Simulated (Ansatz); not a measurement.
# How many bands does the GW gap of Ga2S3 (Imm2) need?

Aim: see how the G0W0 gap of Ga2S3 (Imm2) on LDA moves with empty bands and screening cutoff, and what each rung costs.

Program: Ansatz 0.2.0. Level of theory: G0W0 on LDA, plane waves, PAW; PAW set soft_1. Results are calculated unless marked as measured.

## 1. The structure

It takes space group Imm2 (No. 44, orthorhombic). The conventional cell has a = 3.673 Å, b = 11.141 Å, c = 5.346 Å, α = 90.00°, β = 90.00°, γ = 90.00°. Nearest to Ga lie 4 S at 2.20 to 2.32 Å. Nearest to S lie 3 Ga at 2.32 Å. S has 2 Ga at 2.20 Å nearest. Farther neighbours and most contacts between anions are not listed.

As a file:

```cif
data_structure
_symmetry_space_group_name_H-M 'Imm2'
_symmetry_Int_Tables_number 44
_cell_length_a 3.6727
_cell_length_b 11.1412
_cell_length_c 5.3461
_cell_angle_alpha 90.000
_cell_angle_beta 90.000
_cell_angle_gamma 90.000
_cell_volume 218.75
loop_
_atom_site_label
_atom_site_type_symbol
_atom_site_symmetry_multiplicity
_atom_site_Wyckoff_symbol
_atom_site_fract_x
_atom_site_fract_y
_atom_site_fract_z
_atom_site_occupancy
Ga1 Ga 4 d 0.00000 0.15906 0.00737 1
S1 S 4 d 0.50000 0.16575 0.74172 1
S2 S 2 a 0.00000 0.00000 0.25182 1
```

The cell and positions are those that the Materials Project relaxed with its own functionals (PBE, PBE+U or r2SCAN), kept fixed.

## 2. 142 empty bands, screening to 69 eV

G0W0 replaces the xc potential by the self-energy, built once from these orbitals. Only a window of levels is corrected, while the sums run over the empty bands that the input names. This step takes PAW set soft_1 files.

input.yaml reads:

```yaml
crystal:
  lattice:
    - [-1.83633776, 5.57061928, 2.67305246]
    - [1.83633776, -5.57061928, 2.67305246]
    - [1.83633776, 5.57061928, -2.67305246]
  atoms:
    - { symbol: Ga, position: [0.16642079, 0.00736566, 0.15905513] }
    - { symbol: Ga, position: [0.84831053, 0.00736566, 0.84094487] }
    - { symbol: S, position: [0.90747666, 0.24172383, 0.66575283] }
    - { symbol: S, position: [0.575971, 0.24172383, 0.33424717] }
    - { symbol: S, position: [0.25182003, 0.25182003, 0.0] }
kpoints:
  mp_grid: { grid: [6, 6, 6] }
hamiltonian:
  xc: lda
  pseudopotentials: { kind: paw, azcp: { folder: soft_1 }, xc_functional: pbe }
scf:
  occupations: { method: fixed }
gw:
  n_empty_bands: 142
  ecut_chi: 69
  qp_bands: [v2, c2]
  qp_kpoints: band_edges
  screening: { model: contour_deformation }
```

Started as:

```sh
$ ansatz run input.yaml --threads 2 --pin off --max-ram 73728MiB --backend cuda --events-out ev --progress --plain --runs-dir out --devices 1 --max-vram 13GiB
```

Numbers of over 12 decimals in the logs are rounded to 6 here.

Log:

```text
GPUs: using 1 of 1 available (devices: 1).
Engine: ansatz 0.2.0, x86_64-unknown-linux-gnu
Pseudopotentials: kind: paw
Pseudopotential: Ga, paw, valence charge 13, recommended cutoff 420 eV (normal), soft_1/Ga.paw.azcp
Pseudopotential: S, paw, valence charge 6, recommended cutoff 420 eV (normal), soft_1/S.paw.azcp
Functional definition: SPW92
  exchange = slater_x
  correlation = pw_c
device memory: the entry about to start is reckoned to put 2.4 GiB on a device that reports 44.2 GiB free (of which the cap on the GPU budget leaves the run 13.0 GiB)
GPU FFT provider: cuFFT
GPU libraries: cuBLAS 13.8.2, cuFFT 12.4.0, cuSOLVER 12.3.4
Crystal: 5 atoms, lattice volume = 109.376 Å³
Basis set: ecut = 420 eV, 2133 PW (Γ)
Bands: 27, of which v1, the nominal top of the filled ones, is band 22 counted from 1 (21 counted from 0)
Symmetry: 4 space group operations
Space group: Imm2 (ITA 44), of the structure as read, at distance tolerance 4.8e-5 Å
k-points: 46 of 216 (time reversal used)
Non-local potential: Ga, projectors of the file, l = 0: 2, l = 1: 2, l = 2: 3, l = 3: 1
Non-local potential: S, projectors of the file, l = 0: 2, l = 1: 2, l = 2: 1
PAW form: soft (Blöchl's): semilocal exchange-correlation on the pseudo side does not see the compensation charge
PAW frozen core: Ga, regenerated for the run's functional, and the local potential with it (the file was generated under x = pbe(κ = 0.804, μ = 0.219515), c = pbe(β = 0.066725))
PAW frozen core: S, regenerated for the run's functional, and the local potential with it (the file was generated under x = pbe(κ = 0.804, μ = 0.219515), c = pbe(β = 0.066725))
PAW one-centre angular grid: Ga, 590 points (default); XC on 64 Gauss nodes
PAW one-centre angular grid: S, 110 points (default); XC on 64 Gauss nodes
Initial density: superposition of atomic densities (chi_scale 0.1, normalization cell, long waves kept (reshape's long-wave potential 0.05 eV rms))
Initial wavefunctions: pseudopotential atomic-orbital guess
GPU buffer pool allocated for 91125 grid points (all kernels)
GPU transforms: local potential and band sums: pruned to the plane-wave sphere, on 45×45×45
Functional: x = slater, c = lda
SCF iter   1: F=—  HF=-10026.432185 eV  |F-HF|=—  |Δ(HF+E_count)|=         —  Δρ=4.81e-2  dr2=1.66e0  ethr=3.10e-3  ⟨swp⟩=5.0  Hψ=5015  notcnv=0  defer=129
preconditioner: auto → Resta (q_TF=auto, 2.344 Å⁻¹)  ε∞=3.7  [insulator: Δε(μ)=1.680 eV  Ē_g=14.267 eV  n_scr=20 (ndim 8)  ℏωp=23.6 eV  f_vac=0.000  ε∞_Penn≈3.7]
SCF iter   2: F=—  HF=-10026.010897 eV  |F-HF|=—  |Δ(HF+E_count)|=   4.21e-1  Δρ=2.23e-2  dr2=3.99e-1  ethr=3.10e-3  ⟨swp⟩=3.0  Hψ=2673  notcnv=0  defer=132
SCF iter   3: F=—  HF=-10025.870787 eV  |F-HF|=—  |Δ(HF+E_count)|=   1.40e-1  Δρ=6.01e-3  dr2=3.22e-2  ethr=9.06e-4  ⟨swp⟩=2.3  Hψ=2297  notcnv=0  defer=137
SCF iter   4: F=—  HF=-10025.846752 eV  |F-HF|=—  |Δ(HF+E_count)|=   2.40e-2  Δρ=1.97e-3  dr2=4.29e-3  ethr=7.33e-5  ⟨swp⟩=2.9  Hψ=2357  notcnv=0  defer=138
SCF iter   5: F=—  HF=-10025.847336 eV  |F-HF|=—  |Δ(HF+E_count)|=   5.84e-4  Δρ=7.13e-4  dr2=6.64e-4  ethr=9.75e-6  ⟨swp⟩=2.1  Hψ=2304  notcnv=0  defer=138
SCF iter   6: F=—  HF=-10025.847359 eV  |F-HF|=—  |Δ(HF+E_count)|=   2.32e-5  Δρ=1.57e-4  dr2=4.15e-5  ethr=1.51e-6  ⟨swp⟩=2.5  Hψ=1947  notcnv=0  defer=138
SCF iter   7: F=—  HF=-10025.847367 eV  |F-HF|=—  |Δ(HF+E_count)|=   8.04e-6  Δρ=6.09e-5  dr2=4.93e-6  ethr=9.43e-8  ⟨swp⟩=2.8  Hψ=2278  notcnv=0  defer=124
SCF iter   8: F=—  HF=-10025.847366 eV  |F-HF|=—  |Δ(HF+E_count)|=   5.05e-7  Δρ=1.78e-5  dr2=4.79e-7  ethr=1.12e-8  ⟨swp⟩=2.1  Hψ=1673  notcnv=0  defer=124
SCF iter   9: F=-10025.847367 eV  HF=-10025.847367 eV  |F-HF|=2.15e-8  |Δ(HF+E_count)|=   1.41e-7  Δρ=5.29e-6  dr2=4.46e-8  ethr=2.27e-10  ⟨swp⟩=11.2  Hψ=6053  notcnv=0
SCF 1 converged in 9 iterations: F = -10025.847367 eV  dr2 = 4.46e-8
  greatest PAW one-centre occupation: 0.995 electrons in one spin orbital (limit 2), on the Ga atom at site 1 (counted from 0), in its partial waves of l = 2
device memory: the entry about to start is reckoned to put 2.7 GiB (of the 2.9 GiB reckoned in all, the device holds 0.2 GiB already) on a device that reports 44.0 GiB free (of which the cap on the GPU budget leaves the run 12.8 GiB)
NSCF: frozen V_eff on 46 k-points, pencils in batches of 32, up to order 108
the band table was solved once the SCF had ended and its energy, with any forces and stress, was formed, with the checks that follow a solve (5709 applications of the Hamiltonian). They found nothing against the state; the energy, forces and stress were not computed again (output.eigenvalues in the input reference)
device memory: the entry about to start is reckoned to put 3.0 GiB on a device that reports 44.2 GiB free (of which the cap on the GPU budget leaves the run 13.0 GiB)
NSCF: frozen V_eff on 46 k-points
G₀W₀ screening: q 1/46
[... further progress lines ...]
device memory: the entry about to start is reckoned to put 0.7 GiB on a device that reports 36.7 GiB free (of which the cap on the GPU budget leaves the run 13.0 GiB)
NSCF: frozen V_eff on 1 k-points
device memory: the entry about to start is reckoned to put 0.7 GiB on a device that reports 36.7 GiB free (of which the cap on the GPU budget leaves the run 13.0 GiB)
NSCF: frozen V_eff on 1 k-points
device memory: the entry about to start is reckoned to put 0.7 GiB on a device that reports 36.7 GiB free (of which the cap on the GPU budget leaves the run 13.0 GiB)
NSCF: frozen V_eff on 1 k-points
device memory: the entry about to start is reckoned to put 0.7 GiB on a device that reports 36.7 GiB free (of which the cap on the GPU budget leaves the run 13.0 GiB)
NSCF: frozen V_eff on 1 k-points
SCF converged after 9 iterations
Free energy (F): -10025.847367 eV
Harris-Foulkes:  -10025.847367 eV  (|F-HF|=2.15e-8)
Internal energy: -10025.847367 eV  (E = F + TS)
E sigma→0 (E₀):  -10025.847367 eV
Fermi energy:    5.506787 eV
--- Per-component energies (eV) ---
  E_band       = -200.839240
  E_kinetic    = 540.378037
  E_local      = -4060.125058  (includes V_loc(G=0)·N_el)
  E_nonlocal   = -73.031817
  E_hartree    = 2304.748470
  E_xc         = -388.821872
  E_vxc        = -359.334572  (∫ρ·V_xc dr)
  E_paw        = -5565.943343  (= ΣΔE_a)
  E_vpaw       = -858.221327  (= ΣTr[D̂ρ^β])
  E_aug_tail   = -0.000422  (compensation charges beyond the density's cutoff)
  E_ewald      = -2786.967918
  E_core_change = 3.916556  (= ΣΔE_core)
  E_smearing   = -0.000000  (= −TS)
  E_closure    = 0.000000  (closes the sum)
  Σ components = -10025.847367   (vs F -10025.847367, Δ=0.00e0)
--- Band table (eV; the first three rows and the last of 46) ---
  k-point 0: bands = [... 18 lower, 3.2834, 4.4167, 4.4946, 5.3756, 6.7569, 7.9372, 9.4774, 10.5184, ... 1 higher]
  k-point 1: bands = [... 18 lower, 2.5868, 4.0747, 4.2090, 4.6876, 7.7828, 9.1379, 9.7913, 10.2383, ... 1 higher]
  k-point 2: bands = [... 18 lower, 2.7522, 3.2439, 3.5335, 4.0501, 8.2061, 8.4927, 8.9687, 9.5501, ... 1 higher]
  k-point 45: bands = [... 18 lower, 3.2682, 3.4745, 3.5472, 5.5068, 7.5065, 7.7469, 7.8101, 10.2441, ... 1 higher]
--- G₀W₀: contour deformation, 6 samples at zero and on the imaginary axis and 1 off it, 216 q-points, 142 empty bands' worth ---
  eigenvalues of the whole cell's RPA ε∞ on this k-mesh (on a slab, of 1 + 4πα/V) = 5.7916, 6.0761, 6.3904; static W/v taken at q = 0 is 0.162755
  gw.qp_kpoints: band_edges: 21 of 46 stored k-points solved, in 1 pass; an edge of the gap read off the rows below is read off those points alone
    valence top: of the k-points left out ik 43 came nearest to being solved in a further pass, in band 22 (counted from 1, as in the quasiparticle table): it holds the edge there only if its correction is more favourable than any solved in that band by at least 0.576 eV; those differ by 0.085 eV
    conduction bottom: of the k-points left out ik 4 came nearest to being solved in a further pass, in band 23 (counted from 1, as in the quasiparticle table): it holds the edge there only if its correction is more favourable than any solved in that band by at least 0.667 eV; those differ by 0.466 eV
    ik  band        ε_KS         Σx   Σc(E_QP)       V_xc       Z   E_QP_lin       E_QP  E_QP is
     0    21      4.4946   -19.0267     2.1482   -16.5484  0.7584     4.1629     4.1645  root
     0    22      5.3756   -18.6119     2.4646   -15.7434  0.7485     4.9689     4.9717  root
     0    23      6.7569   -10.3433    -3.4887   -14.8070  0.7893     7.7435     7.7319  root
     0    24      7.9372    -8.2745    -4.0023   -13.1728  0.7898     8.8455     8.8331  root
     3    21      3.3906   -17.9680     2.7107   -14.8275  0.7426     2.9571     2.9608  root
     3    22      3.6318   -17.5878     2.7675   -14.3570  0.7328     3.1628     3.1686  root
     3    23      7.7265    -6.7529    -3.6675   -11.0619  0.8018     8.3732     8.3680  root
     3    24      7.8377    -9.0993    -3.7730   -13.8682  0.7855     8.8485     8.8335  root
     9    21      4.3099   -18.9741     2.2255   -16.4062  0.7581     3.9658     3.9675  root
     9    22      5.3244   -18.5096     2.5007   -15.5959  0.7474     4.9084     4.9114  root
     9    23      7.2902   -10.9316    -3.5062   -15.4221  0.7821     8.2875     8.2745  root
     9    24      7.9355    -8.5652    -3.9926   -13.4836  0.7881     8.8745     8.8611  root
    10    21      4.0000   -18.6478     2.4416   -15.8234  0.7532     3.6148     3.6171  root
    10    22      4.4249   -18.3279     2.5806   -15.3086  0.7442     3.9823     3.9862  root
    10    23      7.6489    -9.7426    -3.7505   -14.5282  0.7851     8.6997     8.6840  root
    10    24      8.1211    -8.5108    -3.8786   -13.3207  0.7877     9.0658     9.0524  root
    11    21      3.7841   -18.2615     2.5427   -15.3057  0.7474     3.3678     3.3710  root
    11    22      3.9808   -18.0351     2.6674   -14.9104  0.7397     3.5187     3.5235  root
    11    23      7.8681   -10.0476    -3.7567   -14.8421  0.7815     8.9224     8.9059  root
    11    24      8.1800    -9.0420    -3.8825   -13.8815  0.7833     9.1516     9.1369  root
    13    21      4.0031   -18.5447     2.3927   -15.7806  0.7513     3.6293     3.6317  root
    13    22      4.8473   -18.2020     2.5666   -15.1974  0.7445     4.4056     4.4093  root
    13    23      8.1653   -10.6846    -3.9225   -15.7146  0.7744     9.2945     9.2728  root
    13    24      8.4616   -10.0000    -4.0522   -15.1409  0.7751     9.5723     9.5504  root
[...]
44    21      3.5421   -18.0107     2.6185   -14.9708  0.7461     3.1173     3.1207  root
    44    22      4.0543   -17.8077     2.8083   -14.5185  0.7333     3.5673     3.5734  root
    44    23      7.6639    -8.7002    -3.7382   -13.4092  0.7900     8.6482     8.6347  root
    44    24      8.1208    -8.8359    -3.8756   -13.6996  0.7871     9.1241     9.1088  root
    45    21      3.5472   -19.1457     2.2077   -16.6282  0.7620     3.2361     3.2374  root
    45    22      5.5068   -18.7659     2.5098   -15.8492  0.7484     5.0971     5.0999  root
    45    23      7.5065    -7.3513    -3.8023   -11.9036  0.7985     8.2640     8.2565  root
    45    24      7.7469   -10.6517    -3.9023   -15.6561  0.7775     8.8692     8.8492  root
```

Wall time 94 s (1 × NVIDIA H100 80GB HBM3 (shared by 6 runs) with 2 threads of AMD EPYC 7R13 (Zen 3), shared host); peak memory 1.5 GiB; 2.6 min of CPU time.

This step gave:

- bands summed: 164
- RPA ε∞ on this mesh (eigenvalues): 5.792, 6.076, 6.390
- plane waves in the screening matrix: 151
- q-points in the mesh: 216
- G0W0 gap on the mesh: 2.632 eV
- k of the valence top: -0.5, -0.5, -0.5
- k of the conduction bottom: 0, 0, 0
- starting gap on the mesh: 1.250 eV
- Z at the valence top: 0.7484
- Z at the conduction bottom: 0.7893
- least direct G0W0 gap on the computed points: 2.760 eV

The gap on the mesh goes from 1.25 eV to 2.63 eV, a correction of +1.38 eV. Between the two edge states, bare exchange in place of the xc potential would open the gap by 7.38 eV, and correlation takes back 6.00 eV.

## 3. 402 empty bands, screening to 138 eV

Bands and screening cutoff are moved together, since each hides the error of the other.

input.yaml, as its differences from that of step 2:

```diff
@@ -19,4 +19,4 @@
 gw:
-  n_empty_bands: 142
-  ecut_chi: 69
+  n_empty_bands: 402
+  ecut_chi: 138
   qp_bands: [v2, c2]
```

Log:

```text
GPUs: using 1 of 1 available (devices: 1).
[...]
GPU FFT provider: cuFFT
GPU libraries: cuBLAS 13.8.2, cuFFT 12.4.0, cuSOLVER 12.3.4
Crystal: 5 atoms, lattice volume = 109.376 Å³
Basis set: ecut = 420 eV, 2133 PW (Γ)
Bands: 27, of which v1, the nominal top of the filled ones, is band 22 counted from 1 (21 counted from 0)
Symmetry: 4 space group operations
[...]
k-points: 46 of 216 (time reversal used)
[...]
GPU buffer pool allocated for 91125 grid points (all kernels)
[...]
SCF iter   1: F=—  HF=-10026.432185 eV  |F-HF|=—  |Δ(HF+E_count)|=         —  Δρ=4.81e-2  dr2=1.66e0  ethr=3.10e-3  ⟨swp⟩=5.0  Hψ=5015  notcnv=0  defer=129
[...]
SCF iter   9: F=-10025.847367 eV  HF=-10025.847367 eV  |F-HF|=2.15e-8  |Δ(HF+E_count)|=   1.41e-7  Δρ=5.29e-6  dr2=4.46e-8  ethr=2.27e-10  ⟨swp⟩=11.2  Hψ=6053  notcnv=0
SCF 1 converged in 9 iterations: F = -10025.847367 eV  dr2 = 4.46e-8
[...]
NSCF: frozen V_eff on 46 k-points, pencils in batches of 32, up to order 108
[...]
NSCF: frozen V_eff on 46 k-points
G₀W₀ screening: q 1/46
[... further progress lines ...]
[...]
SCF converged after 9 iterations
Free energy (F): -10025.847367 eV
[...]
Internal energy: -10025.847367 eV  (E = F + TS)
E sigma→0 (E₀):  -10025.847367 eV
Fermi energy:    5.506787 eV
[...]
--- Band table (eV; the first three rows and the last of 46) ---
  k-point 0: bands = [... 18 lower, 3.2834, 4.4167, 4.4946, 5.3756, 6.7569, 7.9372, 9.4774, 10.5184, ... 1 higher]
  k-point 1: bands = [... 18 lower, 2.5868, 4.0747, 4.2090, 4.6876, 7.7828, 9.1379, 9.7913, 10.2383, ... 1 higher]
  k-point 2: bands = [... 18 lower, 2.7522, 3.2439, 3.5335, 4.0501, 8.2061, 8.4927, 8.9687, 9.5501, ... 1 higher]
  k-point 45: bands = [... 18 lower, 3.2682, 3.4745, 3.5472, 5.5068, 7.5065, 7.7469, 7.8101, 10.2441, ... 1 higher]
[...]
0    21      4.4946   -19.0267     1.8185   -16.5484  0.7539     3.8282     3.8348  root
     0    22      5.3756   -18.6119     2.1429   -15.7434  0.7441     4.6403     4.6500  root
     0    23      6.7569   -10.3433    -3.8002   -14.8070  0.7865     7.4252     7.4204  root
     0    24      7.9372    -8.2745    -4.2339   -13.1728  0.7883     8.6079     8.6016  root
     3    21      3.3906   -17.9680     2.4137   -14.8275  0.7390     2.6527     2.6639  root
     3    22      3.6318   -17.5878     2.5001   -14.3570  0.7289     2.8846     2.9011  root
     3    23      7.7265    -6.7529    -3.8256   -11.0619  0.8009     8.2127     8.2098  root
     3    24      7.8377    -9.0993    -4.0466   -13.8682  0.7833     8.5670     8.5599  root
[...]
45    21      3.5472   -19.1457     1.8823   -16.6282  0.7579     2.9061     2.9121  root
    45    22      5.5068   -18.7659     2.1806   -15.8492  0.7438     4.7609     4.7707  root
    45    23      7.5065    -7.3513    -3.9913   -11.9036  0.7975     8.0715     8.0675  root
    45    24      7.7469   -10.6517    -4.2389   -15.6561  0.7747     8.5209     8.5124  root
```

Run time: 3.3 min. Hardware: 1 × NVIDIA H100 80GB HBM3 (shared by 6 runs) with 2 threads; peak memory 3 GiB; 5.6 min of CPU time.

This step gave:

```
bands summed                                 : 424
RPA ε∞ on this mesh (eigenvalues)            : 5.778, 6.063, 6.363
plane waves in the screening matrix          : 409
q-points in the mesh                         : 216
G0W0 gap on the mesh                         : 2.650 eV
k of the valence top                         : -0.5, -0.5, -0.5
k of the conduction bottom                   : 0, 0, 0
starting gap on the mesh                     : 1.250 eV
Z at the valence top                         : 0.7438
Z at the conduction bottom                   : 0.7865
least direct G0W0 gap on the computed points : 2.770 eV
```

Against the run with 6×6×6 mesh, 142 empty bands, screening to 69 eV, PAW set soft_1 files, the gap moves by +0.018 eV.

[end of part 1 of 2]

[Paths, hosts, dates, memory and timing lines, banners, echoed tables and standing remarks are left out of the program output.]

[Logs are printed without paths, hosts, clocks, repeated set-up lines and the standing remarks that a program may print on its own settings, such as how far it seeks lower states.]

[Runs of the session that timed out or met a known fault of the program may be left out.]

[Cells called generated may have been cut or substituted from an entry of the Crystallography Open Database or the Materials Project.]

[Hosts, paths, dates, database ids (printed as entryN), source tags and the programs' standing remarks are cut or masked in the printed files.]
